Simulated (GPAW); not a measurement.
## How the form of the self-energy moves the gap of LiNbO3 (R3c)

How much does the gap of LiNbO3 (R3c) depend on the approximation to the self-energy?

Program: GPAW 26.7.0. Level of theory: PBE and many-body steps on it, plane waves. Results are calculated unless marked as measured.

### 1. Starting point

Symmetry: R3c, No. 161, trigonal system. Conventional cell: a = 5.152 Å, b = 5.152 Å, c = 13.869 Å, α = 90.00°, β = 90.00°, γ = 120.00°. Nearest to Li lie 6 O at 2.07 to 2.24 Å. Nearest to Nb lie 6 O at 1.88 to 2.13 Å. Nearest to O lie 2 Nb at 1.88 to 2.13 Å and 2 Li at 2.07 to 2.24 Å. Farther neighbours and most contacts between anions are not listed.

Coordinates:

```cif
data_structure
_symmetry_space_group_name_H-M 'P 1'
_symmetry_Int_Tables_number 1
_cell_length_a 5.4971
_cell_length_b 5.4971
_cell_length_c 5.4971
_cell_angle_alpha 55.883
_cell_angle_beta 55.883
_cell_angle_gamma 55.883
_cell_volume 106.25
loop_
_atom_site_label
_atom_site_type_symbol
_atom_site_fract_x
_atom_site_fract_y
_atom_site_fract_z
_atom_site_occupancy
Li1 Li 0.28150 0.28150 0.28150 1
Li2 Li 0.78150 0.78150 0.78150 1
Nb3 Nb 0.00006 0.00005 0.00005 1
Nb4 Nb 0.50006 0.50005 0.50005 1
O5 O 0.11231 0.35836 0.71959 1
O6 O 0.71959 0.11231 0.35836 1
O7 O 0.35836 0.71959 0.11231 1
O8 O 0.21959 0.85836 0.61231 1
O9 O 0.85836 0.61231 0.21959 1
O10 O 0.61231 0.21959 0.85836 1
```

The cell and positions come from the Crystallography Open Database and are kept as given unless a step says otherwise.

### 2. Empty states on the mesh, 4×4×4 mesh, 251 bands

This step: GPAW 26.7.0; DFT, PBE, plane waves, PAW.

The sums over transitions need many empty states on a uniform mesh; this step solves for them.

run.py

```python
import json
import numpy as np
from gpaw.mpi import world
from gpaw import GPAW

calc = GPAW('gs.gpw').fixed_density(kpts={'size': (4, 4, 4), 'gamma': True},
    nbands=292,
    convergence={'bands': 251},
    txt='nscf.txt')
calc.write('full.gpw', mode='all')
res = {}
kpts = calc.get_ibz_k_points()
res['kpts'] = kpts
res['eigenvalues'] = [calc.get_eigenvalues(kpt=k) for k in range(len(kpts))]
res['n_electrons'] = calc.get_number_of_electrons()

if world.rank == 0:
    with open('result.json', 'w') as f:
        json.dump(res, f, default=lambda x: x.tolist())
```

Command:

```console
> mpirun -n 4 gpaw python run.py
```

Numbers of over 12 decimals in the logs are rounded to 6 here.

The log of the run:

```text
Diagonalizing LCAO Hamiltonian
Converting LCAO to pw mode
convergence criteria:
- Maximum integral of absolute [eigenst]ate change: 4e-08 eV^2 / valence electron
maximum number of iterations: 100

SCF iterations
|iter     |     time |      energy | eigst |  dens |
|iter:   1|  |             | +4.21 |       |
|iter:   2|  |             | +3.02 |       |
|iter:   3|  |             | +1.90 |       |
[...]
|iter:  12|  |             | -6.47 |       |
|iter:  13|  |             | -6.92 |       |
|iter:  14|  |             | -7.45c|       |
SCF steps: 14
  __  _  _
 | _ |_)|_||  |
 |__||  | ||/\| - 26.7.0

Input parameters:
  mode=PW(ecut=600.0),
  convergence={'bands': 251},
  gpts=array([32, 32, 32]),
  kpts=MonkhorstPack(size=(4, 4, 4), gamma=True),
  maxiter=100,
  nbands=292,
  occupations=Occupations(name='fermi-dirac', width=0.001, fixmagmom=False),
  parallel={},
  xc=XC(name='PBE')
# Writing to full.gpw (mode='all')
  [... matrices ...]

timing:  # [seconds]
  Total: 0.195  # ━━━━━━━━━━━━━━━━━━━━━━━━━━━━━━━━━━━━━━━━━━━━━━━━━━━━━━━━━━━
```

Run time: 1.7 min. Hardware: 4 MPI ranks of Intel Xeon Platinum 8488C (Sapphire Rapids), shared host; peak memory 1.4 GiB; 6.7 min of CPU time.

Numbers from this step:

```yaml
gap: 3.594 eV
k_of_the_valence_top: 0, 0, 0
k_of_the_conduction_bottom: 0.5, 0.25, 0
least_direct_gap: 3.598 eV
k_points_computed: 14
lowest_point_of_the_top_converged_band_above_the_valence_top: 86.2590 eV
```

On this mesh the gap is 3.594 eV.

### 3. G0W0, Godby-Needs plasmon pole

Now the one-shot GW correction: screening in the RPA, then the self-energy of the levels asked for.

This step: G0W0 on PBE, plane waves, PAW.

run.py

```python
import json
import numpy as np
from gpaw.mpi import world
from gpaw.response.g0w0 import G0W0

gw = G0W0('full.gpw',
    filename='gw',
    kpts=[0, 9],
    bands=(30, 34),
    ecut=60,
    nbands=112,
    integrate_gamma='WS',
    ppa=True)
gw.calculate()
res = {mode: {k: v for k, v in r.items() if k != 'sigma_eskwn'}
       for mode, r in gw.all_results.items()}

if world.rank == 0:
    with open('result.json', 'w') as f:
        json.dump(res, f, default=lambda x: x.tolist())
```

Command:

```console
> mpirun -n 4 gpaw python run.py
```

The log of the run:

```text
Using integrator: PointIntegrator
FrequencyGridDescriptor(from 0.000+0.000j to 0.000+27.211j eV, 2 points)
Nonperiodic BCs:  [False False False]
Using integrator: PointIntegrator
FrequencyGridDescriptor(from 0.000+0.000j to 0.000+27.211j eV, 2 points)
Nonperiodic BCs:  [False False False]
  ___  _ _ _
 |   || | | |
 | | || | | |
 |__ ||_____|
 |___|

BZ k-points: Symmetries present (total): 3

  [... matrices ...]
64 k-points: 4 x 4 x 4 Monkhorst-Pack grid + [1/8,1/8,1/8]
14 k-points in the irreducible part of the Brillouin zone
       k-points in crystal coordinates                weights
   0:     0.00000000    0.00000000    0.00000000          1/64
   1:     0.25000000    0.00000000   -0.25000000          6/64
   2:     0.25000000    0.00000000    0.00000000          6/64
   3:     0.25000000    0.25000000   -0.25000000          6/64
   4:     0.25000000    0.25000000    0.00000000          6/64
   5:     0.25000000    0.25000000    0.25000000          2/64
   6:     0.50000000    0.00000000    0.00000000          3/64
   7:     0.50000000    0.00000000    0.25000000          6/64
   8:     0.50000000    0.25000000   -0.25000000          6/64
   9:     0.50000000    0.25000000    0.00000000          6/64
          ...
  13:     0.50000000    0.50000000    0.50000000          1/64

Distributing spins, k-points and bands (1 x 2 x 4) over 4 processes
Number of blocks: 1

Quasi particle states:
k-points (IBZ indices): [0, 9]
Band range: (30, 34)
  [... matrices ...]
Computational parameters:
Plane wave cut-off: 60 eV
Number of bands: 112
Coulomb cutoff: None
Broadening: 0.1 eV

fxc modes: GW
Kernel: RPA
Using Godby-Needs plasmon-pole approximation:
  Fitting energy: i*E0, E0 = 1.000 Hartree
Summing all q:

Calculating screened Coulomb potential
No Coulomb truncation
FrequencyGridDescriptor(from 0.000+0.000j to 0.000+27.211j eV, 2 points)
Removing empty qpoint cache files...

Calculating chi0 body with:
    Ground state adapter containing:
    Number of spins: 1
    Number of kpoints: 64
    Number of irreducible kpoints: 14
    Number of completely occupied states: 32
    Number of partially occupied states: 32
    Occupied states memory: 16.0 M / cpu

    Linear response parametrization:
    q_c: [0.0, 0.0, 0.0]
    Number of frequency points: 2
    Planewave cutoff: 60.0
    Number of bands: 112
    Number of planewaves: 119
    Broadening (eta): 1e-06
    comm.size: 4
    kncomm.size: 4
    blockcomm.size: 1

    Memory estimate of potentially large arrays:
        chi0_wGG: 0.432159 M / cpu
Integrating chi0 body.

Symmetries of q_c:
    Direct symmetries (Uq -> q): 3
    Indirect symmetries (TUq -> q): 3
In total 6 allowed symmetries.

  [... matrices ...]
14 groups of equivalent kpoints. 78.125% reduction.

Integral kind: response function
Integrating chi0 head and wings.

Symmetries of q_c:
    Direct symmetries (Uq -> q): 3
    Indirect symmetries (TUq -> q): 3
In total 6 allowed symmetries.

  [... matrices ...]
14 groups of equivalent kpoints. 78.125% reduction.

Integral kind: response function wings

Calculating chi0 body with:
    Ground state adapter containing:
    Number of spins: 1
    Number of kpoints: 64
    Number of irreducible kpoints: 14
    Number of completely occupied states: 32
    Number of partially occupied states: 32
    Occupied states memory: 16.0 M / cpu

    Linear response parametrization:
[... the further q-points ...]

Results:
f:      Occupation numbers
eps:     KS-eigenvalues [eV]
vxc:     KS vxc [eV]
exx:     Exact exchange [eV]
sigma:   Self-energies [eV]
dsigma:  Self-energy derivatives
Z:       Renormalization factors
qp:      QP-energies [eV]

k-point 0 (0): (0.000, 0.000, 0.000)                GW
band       f     eps     vxc     exx   sigma  dsigma       Z      qp
                                                                   GW
  30   1.000   4.129 -20.693 -25.728   4.918  -0.287   0.777   4.038
  31   1.000   4.129 -20.693 -25.728   4.918  -0.287   0.777   4.038
  32   0.000   7.727 -19.729 -13.852  -3.565  -0.225   0.816   9.614
  33   0.000   7.727 -19.729 -13.852  -3.565  -0.225   0.816   9.614

k-point 1 (9): (0.500, 0.250, 0.000)                GW
band       f     eps     vxc     exx   sigma  dsigma       Z      qp
                                                                   GW
  30   1.000   3.828 -20.627 -25.637   4.854  -0.285   0.778   3.707
  31   1.000   4.020 -20.652 -25.765   4.954  -0.287   0.777   3.897
  32   0.000   7.723 -19.711 -13.786  -3.622  -0.223   0.817   9.605
  33   0.000   8.202 -20.057 -14.132  -3.571  -0.232   0.812  10.114
```

Elapsed: 2.9 min, on 4 MPI ranks; peak memory 2.6 GiB.

Numbers from this step:

| Item | Value |
| --- | --- |
| G0W0 gap on the points computed | 5.567 eV |
| least direct G0W0 gap on the computed points | 5.576 eV |
| Z at the valence top | 0.7769 |
| Z at the conduction bottom | 0.8173 |
| starting gap on the mesh | 3.594 eV |
| k of the valence top | 0, 0, 0 |
| k of the conduction bottom | 0.5, 0.25, 0 |

The gap on the mesh goes from 3.59 eV to 5.57 eV, a correction of +1.97 eV.

### 4. One-shot HSE06

This step: one-shot HSE06 levels on PBE orbitals, plane waves, PAW.

run.py

```python
import json
import numpy as np
from gpaw.mpi import world
from gpaw.hybrids.eigenvalues import non_self_consistent_eigenvalues

dft, vxc, vxc_hyb = non_self_consistent_eigenvalues('full.gpw', 'HSE06', 30, 34, kpt_indices=[0, 9])
res = {'dft': dft[0], 'hybrid': (dft - vxc + vxc_hyb)[0]}
if world.rank == 0:
    with open('hybrid.txt', 'w') as f:
        for k, e0, e1 in zip([0, 9], res['dft'], res['hybrid']):
            print(k, ' '.join(f'{x:9.4f}' for x in e0), '|', ' '.join(f'{x:9.4f}' for x in e1), file=f)

if world.rank == 0:
    with open('result.json', 'w') as f:
        json.dump(res, f, default=lambda x: x.tolist())
```

Command:

```console
> mpirun -n 4 gpaw python run.py
```

The log of the run:

```text
IBZ(<points: 14, symmetries: 3>)
Occupied bands: 32
Transforming wave functions from IBZ to BZ: 0.073 seconds
Distributing wave functions and iFFT-ing to real space: 0.591 seconds
Calculating eigenvalues:
  k-points: 2
  Bands: 30-33 (inclusive)
  Seconds: 5.010 (wave-function broadcasting: 0.020 seconds)
HSE06-eigenvalue shifts:
  min: -1.226 eV
  ave: -0.235 eV
  max: 0.753 eV
```

The job ended after 10 s (4 MPI ranks; peak memory 2.1 GiB).

This step gave:

* starting gap on the mesh: 3.594 eV
* hybrid gap on the mesh: 5.551 eV
* least direct hybrid gap on the computed points: 5.551 eV

### 5. G0W0, extrapolated in the cutoff

This step: G0W0 on PBE, plane waves, PAW.

run.py

```python
import json
import numpy as np
from gpaw.mpi import world
from gpaw.response.g0w0 import G0W0

gw = G0W0('full.gpw',
    filename='gw',
    kpts=[0, 9],
    bands=(30, 34),
    ecut=100.0,
    integrate_gamma='WS',
    ppa=True,
    ecut_extrapolation=True)
gw.calculate()
res = {mode: {k: v for k, v in r.items() if k != 'sigma_eskwn'}
       for mode, r in gw.all_results.items()}

if world.rank == 0:
    with open('result.json', 'w') as f:
        json.dump(res, f, default=lambda x: x.tolist())
```

Command:

```console
> mpirun -n 4 gpaw python run.py
```

The log of the run:

```text
Using integrator: PointIntegrator
FrequencyGridDescriptor(from 0.000+0.000j to 0.000+27.211j eV, 2 points)
Nonperiodic BCs:  [False False False]
Using integrator: PointIntegrator
FrequencyGridDescriptor(from 0.000+0.000j to 0.000+27.211j eV, 2 points)
Nonperiodic BCs:  [False False False]
  ___  _ _ _
 |   || | | |
 | | || | | |
 |__ ||_____|
 |___|

BZ k-points: Symmetries present (total): 3

  [... matrices ...]
64 k-points: 4 x 4 x 4 Monkhorst-Pack grid + [1/8,1/8,1/8]
14 k-points in the irreducible part of the Brillouin zone
       k-points in crystal coordinates                weights
   0:     0.00000000    0.00000000    0.00000000          1/64
   1:     0.25000000    0.00000000   -0.25000000          6/64
   2:     0.25000000    0.00000000    0.00000000          6/64
[...]
9:     0.50000000    0.25000000    0.00000000          6/64
          ...
  13:     0.50000000    0.50000000    0.50000000          1/64

Distributing spins, k-points and bands (1 x 2 x 4) over 4 processes
Number of blocks: 1

Quasi particle states:
k-points (IBZ indices): [0, 9]
Band range: (30, 34)
  [... matrices ...]
Computational parameters:
Extrapolating to infinite plane wave cut-off using points at:
  86.177 eV
  92.448 eV
  100.000 eV
Number of bands: 241
Coulomb cutoff: None
Broadening: 0.1 eV

fxc modes: GW
Kernel: RPA
Using Godby-Needs plasmon-pole approximation:
  Fitting energy: i*E0, E0 = 1.000 Hartree
Summing all q:

Calculating screened Coulomb potential
No Coulomb truncation
FrequencyGridDescriptor(from 0.000+0.000j to 0.000+27.211j eV, 2 points)
Removing empty qpoint cache files...

Calculating chi0 body with:
    Ground state adapter containing:
    Number of spins: 1
    Number of kpoints: 64
    Number of irreducible kpoints: 14
[...]
kncomm.size: 4
    blockcomm.size: 1

    Memory estimate of potentially large arrays:
        chi0_wGG: 1.861847 M / cpu
Integrating chi0 body.

Symmetries of q_c:
    Direct symmetries (Uq -> q): 3
    Indirect symmetries (TUq -> q): 3
In total 6 allowed symmetries.

  [... matrices ...]
14 groups of equivalent kpoints. 78.125% reduction.

Integral kind: response function
Integrating chi0 head and wings.

Symmetries of q_c:
    Direct symmetries (Uq -> q): 3
    Indirect symmetries (TUq -> q): 3
In total 6 allowed symmetries.

  [... matrices ...]
14 groups of equivalent kpoints. 78.125% reduction.

Integral kind: response function wings

Calculating chi0 body with:
    Ground state adapter containing:
    Number of spins: 1
    Number of kpoints: 64
    Number of irreducible kpoints: 14
    Number of completely occupied states: 32
    Number of partially occupied states: 32
    Occupied states memory: 16.0 M / cpu

    Linear response parametrization:
[... the further q-points ...]
Extrapolating selfenergy to infinite energy cutoff:
  Performing linear fit to 3 points
  Minimum R^2 = 0.9941. (R^2 Should be close to 1)
  [... matrices ...]
Results:
f:      Occupation numbers
eps:     KS-eigenvalues [eV]
vxc:     KS vxc [eV]
exx:     Exact exchange [eV]
sigma:   Self-energies [eV]
dsigma:  Self-energy derivatives
Z:       Renormalization factors
qp:      QP-energies [eV]

k-point 0 (0): (0.000, 0.000, 0.000)                GW
band       f     eps     vxc     exx   sigma  dsigma       Z      qp
                                                                   GW
  30   1.000   4.129 -20.693 -25.728   4.221  -0.306   0.766   3.506
  31   1.000   4.129 -20.693 -25.728   4.221  -0.306   0.766   3.506
  32   0.000   7.727 -19.729 -13.852  -4.198  -0.237   0.808   9.084
[...]
k-point 1 (9): (0.500, 0.250, 0.000)                GW
band       f     eps     vxc     exx   sigma  dsigma       Z      qp
                                                                   GW
[...]
32   0.000   7.723 -19.711 -13.786  -4.240  -0.236   0.809   9.087
  33   0.000   8.202 -20.057 -14.132  -4.222  -0.245   0.803   9.570
```

Wall time 10 min (4 MPI ranks); peak memory 2.6 GiB.

Numbers from this step:

```
quasiparticle gap on the points computed              : 5.578 eV
least direct quasiparticle gap on the computed points : 5.578 eV
Z at the valence top                                  : 0.7656
Z at the conduction bottom                            : 0.8083
starting gap on the mesh                              : 3.594 eV
k of the valence top                                  : 0, 0, 0
k of the conduction bottom                            : 0, 0, 0
gaps at the cutoffs of the extrapolation              : 5.521, 5.526, 5.533 eV
```

Against G0W0 in GPAW (4×4×4 mesh, 112 bands, screening to 60 eV, Godby-Needs plasmon pole), the gap moves by +0.011 eV.

### 6. One-shot Hartree-Fock

This step: one-shot Hartree-Fock levels on PBE orbitals, plane waves, PAW.

run.py

```python
import json
import numpy as np
from gpaw.mpi import world
from gpaw.hybrids.eigenvalues import non_self_consistent_eigenvalues

dft, vxc, vxc_hyb = non_self_consistent_eigenvalues('full.gpw', 'EXX', 30, 34, kpt_indices=[0, 9])
res = {'dft': dft[0], 'hybrid': (dft - vxc + vxc_hyb)[0]}
if world.rank == 0:
    with open('hybrid.txt', 'w') as f:
        for k, e0, e1 in zip([0, 9], res['dft'], res['hybrid']):
            print(k, ' '.join(f'{x:9.4f}' for x in e0), '|', ' '.join(f'{x:9.4f}' for x in e1), file=f)

if world.rank == 0:
    with open('result.json', 'w') as f:
        json.dump(res, f, default=lambda x: x.tolist())
```

Command:

```console
> mpirun -n 4 gpaw python run.py
```

The log of the run:

```text
IBZ(<points: 14, symmetries: 3>)
Occupied bands: 32
Transforming wave functions from IBZ to BZ: 0.055 seconds
Distributing wave functions and iFFT-ing to real space: 0.575 seconds
Calculating eigenvalues:
  k-points: 2
  Bands: 30-33 (inclusive)
  Seconds: 5.059 (wave-function broadcasting: 0.017 seconds)
HSE06-eigenvalue shifts:
  min: -5.113 eV
  ave: 0.426 eV
  max: 5.925 eV
```

Wall time 9.4 s (4 MPI ranks); peak memory 2.1 GiB.

This step gave:

```yaml
starting_gap_on_the_mesh: 3.594 eV
hybrid_gap_on_the_mesh: 14.51 eV
least_direct_hybrid_gap_on_the_computed_points: 14.51 eV
```

### 7. G0W0, full frequency, Hilbert transform

This step: G0W0 on PBE, plane waves, PAW.

run.py

```python
import json
import numpy as np
from gpaw.mpi import world
from gpaw.response.g0w0 import G0W0

gw = G0W0('full.gpw',
    filename='gw',
    kpts=[0, 9],
    bands=(30, 34),
    ecut=60,
    nbands=112,
    integrate_gamma='WS',
    frequencies={'type': 'nonlinear', 'domega0': 0.1, 'omega2': 15.0},
    eta=0.1,
    nblocksmax=True)
gw.calculate()
res = {mode: {k: v for k, v in r.items() if k != 'sigma_eskwn'}
       for mode, r in gw.all_results.items()}

if world.rank == 0:
    with open('result.json', 'w') as f:
        json.dump(res, f, default=lambda x: x.tolist())
```

Command:

```console
> mpirun -n 4 gpaw python run.py
```

The log of the run:

```text
Using integrator: PointIntegrator
NonLinearFrequencyDescriptor(from 0.000 to 97.423 eV, 265 points)
Nonperiodic BCs:  [False False False]
Using integrator: PointIntegrator
NonLinearFrequencyDescriptor(from 0.000 to 97.423 eV, 265 points)
Nonperiodic BCs:  [False False False]
  ___  _ _ _
 |   || | | |
 | | || | | |
 |__ ||_____|
 |___|

BZ k-points: Symmetries present (total): 3

  [... matrices ...]
64 k-points: 4 x 4 x 4 Monkhorst-Pack grid + [1/8,1/8,1/8]
14 k-points in the irreducible part of the Brillouin zone
       k-points in crystal coordinates                weights
[...]
GW
  30   1.000   4.129 -20.693 -25.728   4.926  -0.350   0.741   4.048
  31   1.000   4.129 -20.693 -25.728   4.926  -0.350   0.741   4.048
  32   0.000   7.727 -19.729 -13.852  -3.584  -0.276   0.784   9.523
[...]
k-point 1 (9): (0.500, 0.250, 0.000)                GW
band       f     eps     vxc     exx   sigma  dsigma       Z      qp
                                                                   GW
[...]
32   0.000   7.723 -19.711 -13.786  -3.636  -0.272   0.786   9.522
  33   0.000   8.202 -20.057 -14.132  -3.609  -0.309   0.764   9.972
```

It took 3.5 min on 4 MPI ranks; peak memory 2.7 GiB.

Numbers from this step:

```yaml
g0w0_gap_on_the_points_computed: 5.474 eV
least_direct_g0w0_gap_on_the_computed_points: 5.475 eV
starting_gap_on_the_mesh: 3.594 eV
k_of_the_valence_top: 0, 0, 0
k_of_the_conduction_bottom: 0.5, 0.25, 0
```

Against G0W0 in GPAW (4×4×4 mesh, 112 bands, screening to 60 eV, Godby-Needs plasmon pole), the gap moves by −0.093 eV.

### 8. The runs together

Times are wall times on 4 MPI ranks of Intel Xeon Platinum 8488C (Sapphire Rapids), shared host, good to a factor of about two.

```csv
run,mesh,bands,screening cutoff (eV),DFT gap (eV),gap on the mesh (eV),direct (eV),time
"G0W0, Godby-Needs plasmon pole",4×4×4,112,60,3.594,5.567,5.576,2.9 min
one-shot HSE06,4×4×4,-,-,3.594,5.551,5.551,10 s
"G0W0, extrapolated in the cutoff",4×4×4,-,100,3.594,5.578,5.578,10 min
one-shot Hartree-Fock,4×4×4,-,-,3.594,14.509,14.509,9.4 s
"G0W0, full frequency, Hilbert transform",4×4×4,112,60,3.594,5.474,5.475,3.5 min
```

### 9. Summary of results

| Quantity | Value |
| --- | --- |
| G0W0, Godby-Needs plasmon pole | 5.567 eV |
| one-shot HSE06 | 5.551 eV |
| G0W0, extrapolated in the cutoff | 5.578 eV |
| one-shot Hartree-Fock | 14.509 eV |
| G0W0, full frequency, Hilbert transform | 5.474 eV |
| known limits | not at the basis limit; no spin-orbit coupling |

In words: One-shot HSE06: −0.016 eV against G0W0, Godby-Needs plasmon pole. G0W0, extrapolated in the cutoff: +0.011 eV against G0W0, Godby-Needs plasmon pole, at other bands or cutoff, so not like for like. One-shot Hartree-Fock: +8.942 eV against G0W0, Godby-Needs plasmon pole. G0W0, full frequency, Hilbert transform: −0.093 eV against G0W0, Godby-Needs plasmon pole. Bare exchange alone opens the gap to 14.51 eV; against G0W0, correlation takes back 8.94 eV. One-shot hybrid levels are evaluated on the PBE orbitals. Bands and cutoff are finite, so the gap is not at the basis limit. The miss can reach some tenths of an eV and take either sign; the mesh is an error of its own. These stock PAW sets were not made for GW. In the G0W0 runs levels were corrected at 2 k points alone, so a gap called «on the mesh» is the least over those, and an edge elsewhere would be missed. The many-body steps are scalar-relativistic: spin-orbit coupling is not in them.

[Paths, hosts, dates, memory and timing lines, banners, echoed tables and standing remarks are left out of the program output.]

[Logs are printed without paths, hosts, clocks, repeated set-up lines and the standing remarks that a program may print on its own settings, such as how far it seeks lower states.]

[Runs of the session that timed out or met a known fault of the program may be left out.]

[Hosts, paths, dates, database ids (printed as entryN), source tags and the programs' standing remarks are cut or masked in the printed files.]
